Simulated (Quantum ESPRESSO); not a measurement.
# How the plane-wave cutoff moves the magnetism of MnGaGe

Wanted: the cheapest choice of the plane-wave cutoff that holds the magnetic results of MnGaGe.

Main program and level: Quantum ESPRESSO 7.5; LDA; plane waves with GBRV 1.5 LDA potentials, no spin-orbit coupling (settings of the first rung).

## Step 1: Set-up

Symmetry: P4/nmm, No. 129, tetragonal system. The conventional cell has a = 3.946 Å, b = 3.946 Å, c = 5.911 Å, α = 90.00°, β = 90.00°, γ = 90.00°. Mn has 4 Ge at 2.58 Å and 4 Ga at 2.64 Å and 4 Mn at 2.79 Å nearest. Nearest to Ga lie 5 Ge at 2.50 to 2.79 Å and 4 Mn at 2.64 Å. Nearest to Ge lie 5 Ga at 2.50 to 2.79 Å and 4 Mn at 2.58 Å. Farther neighbours are not listed.

The cell comes from Materials Project 2023-11-01, a database of computed structures, and need not be the stable phase.

## Step 2: Rung 1, start ferro ++

pw.in reads:

```
&CONTROL
  calculation = 'scf'
  prefix = 'pwscf'
  outdir = './tmp'
  pseudo_dir = './pseudo'
  disk_io = 'nowf'
/
&SYSTEM
  ibrav = 0
  celldm(1) = 8
  nat = 6
  ntyp = 3
  ecutwfc = 18
  ecutrho = 126
  nbnd = 64
  occupations = 'smearing'
  smearing = 'fd'
  degauss = 0.00367493
  nspin = 2
  starting_magnetization(1) = 0.2333
  starting_magnetization(2) = 0
  starting_magnetization(3) = 0
/
&ELECTRONS
  conv_thr = 1.2d-08
  electron_maxstep = 150
  mixing_beta = 0.3
/
ATOMIC_SPECIES
Mn     54.9380 mn_lda_v1.5.uspp.F.UPF
Ga     69.7230 ga_lda_v1.4.uspp.F.UPF
Ge     72.6300 ge_lda_v1.4.uspp.F.UPF
CELL_PARAMETERS alat
   0.9320972536937    0.0000000000000    0.0000000000000
   0.0000000000000    0.9320972536937    0.0000000000000
   0.0000000000000    0.0000000000000    1.3962435168725
ATOMIC_POSITIONS crystal
Mn      0.0000000000    0.0000000000    0.0000000000
Mn      0.5000000000    0.5000000000    0.0000000000
Ga      0.0000000000    0.5000000000    0.7037730000
Ga      0.5000000000    0.0000000000    0.2962270000
Ge      0.0000000000    0.5000000000    0.2809470000
Ge      0.5000000000    0.0000000000    0.7190530000
K_POINTS automatic
8 8 8 0 0 0
```

Started as:

```bash
$ OMP_NUM_THREADS=1 mpirun -n 4 pw.x -nk 4 -in pw.in > pw.out
```

The program printed:

```text
Program PWSCF v.7.5 starts

     Message from routine setup:
     using ibrav=0 with symmetry is DISCOURAGED, use correct ibrav instead

     K-points division:     npool     =       4
     Subspace diagonalization in iterative solution of the eigenvalue problem:

     bravais-lattice index     =            0
     lattice parameter (alat)  =       8.0000  a.u.
     unit-cell volume          =     621.0886 (a.u.)^3
     number of atoms/cell      =            6
     number of atomic types    =            3
     number of electrons       =        96.00
     number of Kohn-Sham states=           64
     kinetic-energy cutoff     =      18.0000  Ry
     charge density cutoff     =     126.0000  Ry
     scf convergence threshold =      1.2E-08
     mixing beta               =       0.3000
     number of iterations used =            8  plain     mixing
     Exchange-correlation=  SLA  PZ   NOGX NOGC
                           (   1   1   0   0   0   0   0)

     celldm(1)=   8.000000  celldm(2)=   0.000000  celldm(3)=   0.000000
     celldm(4)=   0.000000  celldm(5)=   0.000000  celldm(6)=   0.000000

     crystal axes: (cart. coord. in units of alat)
               a(1) = (   0.932097   0.000000   0.000000 )
               a(2) = (   0.000000   0.932097   0.000000 )
               a(3) = (   0.000000   0.000000   1.396244 )

     reciprocal axes: (cart. coord. in units 2 pi/alat)
               b(1) = (  1.072849  0.000000  0.000000 )
               b(2) = (  0.000000  1.072849  0.000000 )
               b(3) = (  0.000000  0.000000  0.716207 )

     PseudoPot. # 1 for Mn read from file:
     mn_lda_v1.5.uspp.F.UPF
     Pseudo is Ultrasoft + core correction, Zval = 15.0

     PseudoPot. # 2 for Ga read from file:
     ga_lda_v1.4.uspp.F.UPF
     Pseudo is Ultrasoft + core correction, Zval = 19.0

     PseudoPot. # 3 for Ge read from file:
     ge_lda_v1.4.uspp.F.UPF
     Pseudo is Ultrasoft + core correction, Zval = 14.0

     atomic species   valence    mass     pseudopotential
     Mn               15.00    54.93800     Mn( 1.00)
     Ga               19.00    69.72300     Ga( 1.00)
     Ge               14.00    72.63000     Ge( 1.00)

     Starting magnetic structure
     atomic species   magnetization
     Mn              0.233
     Ga              0.000
     Ge              0.000

     16 Sym. Ops., with inversion, found ( 8 have fractional translation)

   Cartesian axes

     site n.     atom                  positions (alat units)
         1        Mn     tau(   1) = (   0.0000000   0.0000000   0.0000000  )
         2        Mn     tau(   2) = (   0.4660486   0.4660486   0.0000000  )
         3        Ga     tau(   3) = (   0.0000000   0.4660486   0.9826385  )
         4        Ga     tau(   4) = (   0.4660486   0.0000000   0.4136050  )
         5        Ge     tau(   5) = (   0.0000000   0.4660486   0.3922704  )
         6        Ge     tau(   6) = (   0.4660486   0.0000000   1.0039731  )

     number of k points=    75  Fermi-Dirac smearing, width (Ry)=  0.0037
                       cart. coord. in units 2pi/alat
        k(    1) = (   0.0000000   0.0000000   0.0000000), wk =   0.0019531
        k(    2) = (   0.0000000   0.0000000   0.0895259), wk =   0.0039062
        k(    3) = (   0.0000000   0.0000000   0.1790519), wk =   0.0039062
        k(    4) = (   0.0000000   0.0000000   0.2685778), wk =   0.0039062
        k(    5) = (   0.0000000   0.0000000  -0.3581037), wk =   0.0019531
        [... 70 further k-points ...]

     Dense  grid:    14823 G-vectors     FFT dimensions: (  30,  30,  40)

     Smooth grid:     6419 G-vectors     FFT dimensions: (  24,  24,  32)

     Check: negative core charge=   -0.000282
     Generating pointlists ...
     new r_m :   0.2513 (alat units)  2.0102 (a.u.) for type    1
     new r_m :   0.2435 (alat units)  1.9482 (a.u.) for type    2
     new r_m :   0.2435 (alat units)  1.9482 (a.u.) for type    3

     Initial potential from superposition of free atoms

     starting charge      92.9984, renormalised to      96.0000
     Starting wfcs are   68 randomized atomic wfcs

     Self-consistent Calculation

     iteration #  1     ecut=    18.00 Ry     beta= 0.30
     Davidson diagonalization with overlap
     ethr =  1.00E-02,  avg # of iterations =  4.5

     total energy              =   -1665.43107285 Ry
     estimated scf accuracy    <      17.03571806 Ry

     total magnetization       =     3.60 Bohr mag/cell
     absolute magnetization    =     3.96 Bohr mag/cell

     iteration #  2     ecut=    18.00 Ry     beta= 0.30
     Davidson diagonalization with overlap
     ethr =  1.00E-02,  avg # of iterations =  2.0

     total energy              =   -1665.85142695 Ry
     estimated scf accuracy    <      14.49522529 Ry

     total magnetization       =     1.22 Bohr mag/cell
     absolute magnetization    =     1.97 Bohr mag/cell

     [... further iterations left out ...]

     iteration # 14     ecut=    18.00 Ry     beta= 0.30
     Davidson diagonalization with overlap
     ethr =  8.43E-11,  avg # of iterations =  3.8

     total energy              =   -1668.23243008 Ry
     estimated scf accuracy    <       0.00000002 Ry

     total magnetization       =     3.25 Bohr mag/cell
     absolute magnetization    =     3.63 Bohr mag/cell

     iteration # 15     ecut=    18.00 Ry     beta= 0.30
     Davidson diagonalization with overlap
     ethr =  2.22E-11,  avg # of iterations =  2.0

     Magnetic moment per site  (integrated on atomic sphere of radius R)
     atom   1 (R=0.251)  charge= 13.5962  magn=  1.6453
     atom   2 (R=0.251)  charge= 13.5962  magn=  1.6453
     atom   3 (R=0.244)  charge= 17.2190  magn= -0.0124
     atom   4 (R=0.244)  charge= 17.2190  magn= -0.0124
     atom   5 (R=0.244)  charge= 12.0230  magn= -0.0413
     atom   6 (R=0.244)  charge= 12.0230  magn= -0.0413

     End of self-consistent calculation

     Number of k-points >= 100: set verbosity='high' to print the bands.

     the Fermi energy is    13.5072 ev

!    total energy              =   -1668.23243077 Ry
     estimated scf accuracy    <          1.1E-09 Ry
     smearing contrib. (-TS)   =      -0.00283539 Ry
     internal energy E=F+TS    =   -1668.22959538 Ry

     The total energy is F=E-TS. E is the sum of the following terms:
     one-electron contribution =   -1065.94028742 Ry
     hartree contribution      =     586.69750787 Ry
     xc contribution           =    -258.67800542 Ry
     ewald contribution        =    -930.30881041 Ry

     total magnetization       =     3.25 Bohr mag/cell
     absolute magnetization    =     3.63 Bohr mag/cell

     convergence has been achieved in  15 iterations

=------------------------------------------------------------------------------=
   JOB DONE.
=------------------------------------------------------------------------------=
```

The job ended after 52 s (4 MPI ranks of AMD EPYC 7R32 (Zen 2), shared host; peak memory 0.41 GiB).

Spin moment in the atom's sphere by atom:

| atom | spin moment in the atom's sphere (μB) |
| --- | --- |
| Mn1 | 1.65 |
| Mn2 | 1.65 |
| Ga3 | -0.01 |
| Ga4 | -0.01 |
| Ge5 | -0.04 |
| Ge6 | -0.04 |

This step gave:

| Item | Value |
| --- | --- |
| magnetization | 3.246 μB |
| final state | ferromagnetic |

## Step 3: Rung 1, start antiferro +-

Changes to pw.in since step 2:

```diff
@@ -11,6 +11,6 @@
   nat = 6
-  ntyp = 3
+  ntyp = 4
   ecutwfc = 18
   ecutrho = 126
-  nbnd = 64
+  nbnd = 60
   occupations = 'smearing'
@@ -20,4 +20,5 @@
   starting_magnetization(1) = 0.2333
-  starting_magnetization(2) = 0
+  starting_magnetization(2) = -0.2333
   starting_magnetization(3) = 0
+  starting_magnetization(4) = 0
 /
@@ -29,3 +30,4 @@
 ATOMIC_SPECIES
-Mn     54.9380 mn_lda_v1.5.uspp.F.UPF
+Mn1    54.9380 mn_lda_v1.5.uspp.F.UPF
+Mn2    54.9380 mn_lda_v1.5.uspp.F.UPF
 Ga     69.7230 ga_lda_v1.4.uspp.F.UPF
@@ -37,4 +39,4 @@
 ATOMIC_POSITIONS crystal
-Mn      0.0000000000    0.0000000000    0.0000000000
-Mn      0.5000000000    0.5000000000    0.0000000000
+Mn1     0.0000000000    0.0000000000    0.0000000000
+Mn2     0.5000000000    0.5000000000    0.0000000000
 Ga      0.0000000000    0.5000000000    0.7037730000
```

The program printed:

```text
     [... lines left out ...]
Program PWSCF v.7.5 starts
     [... lines left out ...]
     number of atoms/cell      =            6
     [... lines left out ...]
     number of electrons       =        96.00
     number of Kohn-Sham states=           60
     kinetic-energy cutoff     =      18.0000  Ry
     charge density cutoff     =     126.0000  Ry
     scf convergence threshold =      1.2E-08
     [... lines left out ...]
      8 Sym. Ops. (no inversion) found
     [... lines left out ...]
     number of k points=    75  Fermi-Dirac smearing, width (Ry)=  0.0037
     [... lines left out ...]
     iteration # 18     ecut=    18.00 Ry     beta= 0.30
     [... lines left out ...]
     Magnetic moment per site  (integrated on atomic sphere of radius R)
     atom   1 (R=0.251)  charge= 13.5968  magn=  1.9035
     atom   2 (R=0.251)  charge= 13.5945  magn= -1.8985
     atom   3 (R=0.244)  charge= 17.2220  magn=  0.0000
     atom   4 (R=0.244)  charge= 17.2220  magn=  0.0000
     atom   5 (R=0.244)  charge= 12.0284  magn=  0.0000
     atom   6 (R=0.244)  charge= 12.0284  magn=  0.0000
     [... lines left out ...]
     the Fermi energy is    13.4542 ev
!    total energy              =   -1668.21674571 Ry
     estimated scf accuracy    <          7.0E-09 Ry
     smearing contrib. (-TS)   =      -0.00459463 Ry
     [... lines left out ...]
     total magnetization       =     0.00 Bohr mag/cell
     absolute magnetization    =     4.18 Bohr mag/cell
     convergence has been achieved in  18 iterations
```

Elapsed: 47 s, on 4 MPI ranks; peak memory 0.41 GiB.

Spin moment in the atom's sphere by atom:

| atom | spin moment in the atom's sphere (μB) |
| --- | --- |
| Mn1 | 1.90 |
| Mn2 | -1.90 |
| Ga3 | 0.00 |
| Ga4 | 0.00 |
| Ge5 | 0.00 |
| Ge6 | 0.00 |

This step gave:

* magnetization: 0.005 μB
* final state: antiferromagnetic

## Step 4: Rung 2, start ferro ++

Changes to pw.in since step 3:

```diff
@@ -11,6 +11,6 @@
   nat = 6
-  ntyp = 4
-  ecutwfc = 18
-  ecutrho = 126
-  nbnd = 60
+  ntyp = 3
+  ecutwfc = 24
+  ecutrho = 168
+  nbnd = 64
   occupations = 'smearing'
@@ -20,5 +20,4 @@
   starting_magnetization(1) = 0.2333
-  starting_magnetization(2) = -0.2333
+  starting_magnetization(2) = 0
   starting_magnetization(3) = 0
-  starting_magnetization(4) = 0
 /
@@ -30,4 +29,3 @@
 ATOMIC_SPECIES
-Mn1    54.9380 mn_lda_v1.5.uspp.F.UPF
-Mn2    54.9380 mn_lda_v1.5.uspp.F.UPF
+Mn     54.9380 mn_lda_v1.5.uspp.F.UPF
 Ga     69.7230 ga_lda_v1.4.uspp.F.UPF
@@ -39,4 +37,4 @@
 ATOMIC_POSITIONS crystal
-Mn1     0.0000000000    0.0000000000    0.0000000000
-Mn2     0.5000000000    0.5000000000    0.0000000000
+Mn      0.0000000000    0.0000000000    0.0000000000
+Mn      0.5000000000    0.5000000000    0.0000000000
 Ga      0.0000000000    0.5000000000    0.7037730000
```

The program printed:

```text
     [... lines left out ...]
Program PWSCF v.7.5 starts
     [... lines left out ...]
     number of atoms/cell      =            6
     [... lines left out ...]
     number of electrons       =        96.00
     number of Kohn-Sham states=           64
     kinetic-energy cutoff     =      24.0000  Ry
     charge density cutoff     =     168.0000  Ry
     scf convergence threshold =      1.2E-08
     [... lines left out ...]
     16 Sym. Ops., with inversion, found ( 8 have fractional translation)
     [... lines left out ...]
     number of k points=    75  Fermi-Dirac smearing, width (Ry)=  0.0037
     [... lines left out ...]
     iteration # 13     ecut=    24.00 Ry     beta= 0.30
     [... lines left out ...]
     Magnetic moment per site  (integrated on atomic sphere of radius R)
     atom   1 (R=0.251)  charge= 13.5253  magn=  2.1985
     atom   2 (R=0.251)  charge= 13.5253  magn=  2.1985
     atom   3 (R=0.244)  charge= 17.1743  magn= -0.0254
     atom   4 (R=0.244)  charge= 17.1743  magn= -0.0254
     atom   5 (R=0.244)  charge= 11.9581  magn= -0.0518
     atom   6 (R=0.244)  charge= 11.9581  magn= -0.0518
     [... lines left out ...]
     the Fermi energy is    13.6526 ev
!    total energy              =   -1677.37301814 Ry
     estimated scf accuracy    <       0.00000001 Ry
     smearing contrib. (-TS)   =      -0.00198247 Ry
     [... lines left out ...]
     total magnetization       =     4.32 Bohr mag/cell
     absolute magnetization    =     4.87 Bohr mag/cell
     convergence has been achieved in  13 iterations
```

Run time: 52 s. Hardware: 4 MPI ranks; peak memory 0.53 GiB; 3.4 min of CPU time.

This step gave:

```yaml
magnetization: 4.322 μB
final_state: ferromagnetic
largest_moment: 2.199 μB
```

## Step 5: Rung 2, start antiferro +-

Changes to pw.in since step 4:

```diff
@@ -11,6 +11,6 @@
   nat = 6
-  ntyp = 3
+  ntyp = 4
   ecutwfc = 24
   ecutrho = 168
-  nbnd = 64
+  nbnd = 60
   occupations = 'smearing'
@@ -20,4 +20,5 @@
   starting_magnetization(1) = 0.2333
-  starting_magnetization(2) = 0
+  starting_magnetization(2) = -0.2333
   starting_magnetization(3) = 0
+  starting_magnetization(4) = 0
 /
@@ -29,3 +30,4 @@
 ATOMIC_SPECIES
-Mn     54.9380 mn_lda_v1.5.uspp.F.UPF
+Mn1    54.9380 mn_lda_v1.5.uspp.F.UPF
+Mn2    54.9380 mn_lda_v1.5.uspp.F.UPF
 Ga     69.7230 ga_lda_v1.4.uspp.F.UPF
@@ -37,4 +39,4 @@
 ATOMIC_POSITIONS crystal
-Mn      0.0000000000    0.0000000000    0.0000000000
-Mn      0.5000000000    0.5000000000    0.0000000000
+Mn1     0.0000000000    0.0000000000    0.0000000000
+Mn2     0.5000000000    0.5000000000    0.0000000000
 Ga      0.0000000000    0.5000000000    0.7037730000
```

The program printed:

```text
     [... lines left out ...]
Program PWSCF v.7.5 starts
     [... lines left out ...]
     number of atoms/cell      =            6
     [... lines left out ...]
     number of electrons       =        96.00
     number of Kohn-Sham states=           60
     kinetic-energy cutoff     =      24.0000  Ry
     charge density cutoff     =     168.0000  Ry
     scf convergence threshold =      1.2E-08
     [... lines left out ...]
      8 Sym. Ops. (no inversion) found
     [... lines left out ...]
     number of k points=    75  Fermi-Dirac smearing, width (Ry)=  0.0037
     [... lines left out ...]
     iteration # 14     ecut=    24.00 Ry     beta= 0.30
     [... lines left out ...]
     Magnetic moment per site  (integrated on atomic sphere of radius R)
     atom   1 (R=0.251)  charge= 13.5235  magn=  2.4359
     atom   2 (R=0.251)  charge= 13.5235  magn= -2.4360
     atom   3 (R=0.244)  charge= 17.1805  magn=  0.0000
     atom   4 (R=0.244)  charge= 17.1805  magn=  0.0000
     atom   5 (R=0.244)  charge= 11.9643  magn=  0.0000
     atom   6 (R=0.244)  charge= 11.9643  magn=  0.0000
     [... lines left out ...]
     the Fermi energy is    13.5855 ev
!    total energy              =   -1677.36102491 Ry
     estimated scf accuracy    <       0.00000001 Ry
     smearing contrib. (-TS)   =      -0.00229909 Ry
     [... lines left out ...]
     total magnetization       =    -0.00 Bohr mag/cell
     absolute magnetization    =     5.43 Bohr mag/cell
     convergence has been achieved in  14 iterations
```

The job ended after 50 s (4 MPI ranks; peak memory 0.52 GiB; 3.3 min of CPU time).

Read from the output:

```yaml
magnetization: 0 μB
final_state: antiferromagnetic
largest_moment: 2.436 μB
```

## Step 6: Rung 3, start ferro ++

Changes to pw.in since step 5:

```diff
@@ -11,6 +11,6 @@
   nat = 6
-  ntyp = 4
-  ecutwfc = 24
-  ecutrho = 168
-  nbnd = 60
+  ntyp = 3
+  ecutwfc = 32
+  ecutrho = 224
+  nbnd = 64
   occupations = 'smearing'
@@ -20,5 +20,4 @@
   starting_magnetization(1) = 0.2333
-  starting_magnetization(2) = -0.2333
+  starting_magnetization(2) = 0
   starting_magnetization(3) = 0
-  starting_magnetization(4) = 0
 /
@@ -30,4 +29,3 @@
 ATOMIC_SPECIES
-Mn1    54.9380 mn_lda_v1.5.uspp.F.UPF
-Mn2    54.9380 mn_lda_v1.5.uspp.F.UPF
+Mn     54.9380 mn_lda_v1.5.uspp.F.UPF
 Ga     69.7230 ga_lda_v1.4.uspp.F.UPF
@@ -39,4 +37,4 @@
 ATOMIC_POSITIONS crystal
-Mn1     0.0000000000    0.0000000000    0.0000000000
-Mn2     0.5000000000    0.5000000000    0.0000000000
+Mn      0.0000000000    0.0000000000    0.0000000000
+Mn      0.5000000000    0.5000000000    0.0000000000
 Ga      0.0000000000    0.5000000000    0.7037730000
```

The program printed:

```text
     [... lines left out ...]
Program PWSCF v.7.5 starts
     [... lines left out ...]
     number of atoms/cell      =            6
     [... lines left out ...]
     number of electrons       =        96.00
     number of Kohn-Sham states=           64
     kinetic-energy cutoff     =      32.0000  Ry
     charge density cutoff     =     224.0000  Ry
     scf convergence threshold =      1.2E-08
     [... lines left out ...]
     16 Sym. Ops., with inversion, found ( 8 have fractional translation)
     [... lines left out ...]
     number of k points=    75  Fermi-Dirac smearing, width (Ry)=  0.0037
     [... lines left out ...]
     iteration # 15     ecut=    32.00 Ry     beta= 0.30
     [... lines left out ...]
     Magnetic moment per site  (integrated on atomic sphere of radius R)
     atom   1 (R=0.251)  charge= 13.5191  magn=  2.0585
     atom   2 (R=0.251)  charge= 13.5191  magn=  2.0585
     atom   3 (R=0.244)  charge= 17.1716  magn= -0.0250
     atom   4 (R=0.244)  charge= 17.1716  magn= -0.0250
     atom   5 (R=0.244)  charge= 11.9492  magn= -0.0488
     atom   6 (R=0.244)  charge= 11.9492  magn= -0.0488
     [... lines left out ...]
     the Fermi energy is    13.7052 ev
!    total energy              =   -1678.50754512 Ry
     estimated scf accuracy    <          3.0E-09 Ry
     smearing contrib. (-TS)   =      -0.00234064 Ry
     [... lines left out ...]
     total magnetization       =     4.04 Bohr mag/cell
     absolute magnetization    =     4.56 Bohr mag/cell
     convergence has been achieved in  15 iterations
```

It took 92 s on 4 MPI ranks; peak memory 0.7 GiB; 6.1 min of CPU time.

Numbers from this step:

```yaml
magnetization: 4.042 μB
final_state: ferromagnetic
largest_moment: 2.059 μB
```

[end of part 1 of 2]

[Logs and program files are shortened in this print: banners, set-up blocks, solver, clock and traceback lines can be left out without a mark of their own.]

[Logs are printed without paths, hosts, clocks, repeated set-up lines and the standing remarks that a program may print on its own settings, such as how far it seeks lower states.]

[Hosts, paths, dates, database ids (printed as entryN), source tags and the programs' standing remarks are cut or masked in the printed files.]

[Where a cell is said to come from a database of computed structures, the database is the Materials Project.]
